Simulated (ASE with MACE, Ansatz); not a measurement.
# HO:Si(100)-2x1 and germane: energies of the steps

Which steps of the reaction of germane with HO:Si(100)-2x1 release energy, and how far does that hang on the level of theory?

Calculated with Ansatz 0.2.0: Kohn-Sham DFT, PBE+D3(BJ), PAW (set soft_2), plane waves; cutoff 420 eV, fermi-dirac smearing of 0.025 eV (for the slabs). Every cell is relaxed with this functional, then solved at fixed geometry with r2SCAN+D4, PBE, RPBE+D3(BJ) and HSE06+D3(BJ). Cutoffs: 420 eV for PBE+D3(BJ), PBE, RPBE+D3(BJ) and HSE06+D3(BJ); 500 eV for r2SCAN+D4.

**The cells**

The cell holds 108 atoms: 60 Si, 36 H and 12 O. Cell: a = 15.472 Å, b = 11.604 Å, c = 24.448 Å, α = 90.0°, β = 90.0°, γ = 90.0°. It derives from Si (HO:Si(100)-2x1). The starting structure: Diamond Si(100), 4 x 3 surface cells, five layers, dimers with one OH on each atom, bottom capped by H (lattice constants typed as starting values near PBE's), about 15 Å of vacuum, lower atoms held. Vacuum lies along c. 48 atoms are held.

- Germane on HO:Si(100)-2x1: one whole molecule of germane lowered over an O-H group, eased by MACE.
- Germane after losing H2 on HO:Si(100)-2x1: the H of one O-H group replaced by the Ge fragment of germane less one ligand, eased by MACE.

Molecules sit alone in boxes of 11 to 14 Å, at Γ at every level, with a smearing of 0.01 eV.

The input of the single point on the relaxed bare surface:

```yaml
crystal:
  lattice:
    - [15.4715, 0.0, 0.0]
    - [0.0, 11.60362, 0.0]
    - [0.0, 0.0, 24.4476]
  atoms:
    - { symbol: Si, position: [0.0, 0.0, 0.07586] }
    - { symbol: Si, position: [0.125, 0.0, 0.13179] }
    - { symbol: Si, position: [0.12502, 0.16659, 0.18406] }
    - { symbol: Si, position: [0.00406, 0.1664, 0.24186] }
    [... 102 atom lines left out ...]
    - { symbol: O, position: [0.74177, 0.65722, 0.35486] }
    - { symbol: H, position: [0.7458, 0.7305, 0.37387] }
kpoints:
  mp_grid: { grid: [1, 1, 1] }
hamiltonian:
  xc: pbe
  dispersion: d3bj
scf:
  occupations: { method: fermi_dirac, width: 0.025 }
output:
  forces: true
  populations: true
  dos:
    method: { smearing: { sigma: 0.08 } }
    de: 0.1
    projected: { site_lists: { H: [H], O: [O], Si: [Si] } }
  eigenvalues: true
  write_density: true
  write_potential: true
  volumetric_format: npy
```

```
                                     cell       formula  k-mesh  relaxation steps  gain on relaxing (eV)  free energy, PBE+D3(BJ) (eV)  Kohn-Sham gap (eV)  time of its runs on this page
                           HO:Si(100)-2x1    Si60H36O12   1×1×1                21                   1.01                    -45538.764                1.07                           65 s
                germane on HO:Si(100)-2x1  Si60GeH40O12   1×1×1                30                   1.17                    -49897.036                1.07                           77 s
germane after losing H2 on HO:Si(100)-2x1  Si60GeH38O12   1×1×1                32                   1.08                    -49865.198                1.07                           90 s
                                       H2            H2   1×1×1                 4                   0.02                       -31.747               10.19                           12 s
                                  germane          GeH4   1×1×1                 3                   0.03                     -4357.969                7.48                           15 s
```

The gap is that between the highest filled and lowest empty Kohn-Sham level; a dash marks none computed or no clear gap.

**Reaction energies**

Products less reactants, from the free energies above and their like at the other levels, in eV; negative values release energy:

```
                                                  change  PBE+D3(BJ)  r2SCAN+D4    PBE  RPBE+D3(BJ)  HSE06+D3(BJ)
                                   adsorption of germane       -0.30      -0.26  -0.09        -0.31         -0.31
ligand exchange: surface + germane → bound fragment + H2       -0.21      -0.24   0.01        -0.40         -0.24
```

Worked for the first row at PBE+D3(BJ): (-49897.036) − (-45538.764) − (-4357.969) = -0.304 eV (from unrounded energies).

**What the relaxations did**

Bonds are pairs closer than 1.18 times the sum of covalent radii; a bond counts as made or broken only if it crosses from under that bound to over 1.3 times, or back. All concern the added atoms.

| cell | bonds to the surface at the end | nearest contact (Å) | made in DFT | broken in DFT | largest move (Å) |
| --- | --- | --- | --- | --- | --- |
| germane on HO:Si(100)-2x1 | none | H–H 1.92 | none | none | 2.73 |
| germane after losing H2 on HO:Si(100)-2x1 | 1 Ge–O | Ge–O 1.81 | none | none | 1.93 |

**Findings**

Row 1 releases 0.30 eV at PBE+D3(BJ). The molecule stays whole, with no bond to the surface by this rule. A surface atom stands 1.7 Å from its place in the starting slab, so the energy holds a rearrangement of the surface too. At the same geometries the levels give -0.31 (HSE06+D3(BJ)) to -0.09 eV (PBE) and the D3 term supplies -0.21 eV of it. Row 2 releases 0.21 eV at PBE+D3(BJ). At the same geometries the levels give -0.40 (RPBE+D3(BJ)) to 0.01 eV (PBE) and the D3 term supplies -0.22 eV of it. Counted from the adsorbed state, the exchange costs 0.09 eV, with the by-product taken away as gas.

Limits: These are static energies with no barriers, zero-point energy or heat. Where a gas molecule is taken up, its entropy is lost, which at room temperature and above is worth several tenths of an eV to over 1 eV a molecule and isn't counted. All slabs, the starting one too, were first eased by a machine-learned potential, and one starting arrangement a cell was relaxed; others may lie lower. Only one face is changed, and the cells carry no dipole correction. Levels with D3 or D4 differ in the size of their dispersion terms as well as in the functional. In some runs the program notes that positions were snapped to a detected symmetry and the exchange-correlation potential is rough where the density is thin.

[Logs are printed without paths, hosts, clocks, repeated set-up lines and the standing remarks that a program may print on its own settings, such as how far it seeks lower states.]

[Hosts, paths, dates, database ids (printed as entryN), source tags and the programs' standing remarks are cut or masked in the printed files.]
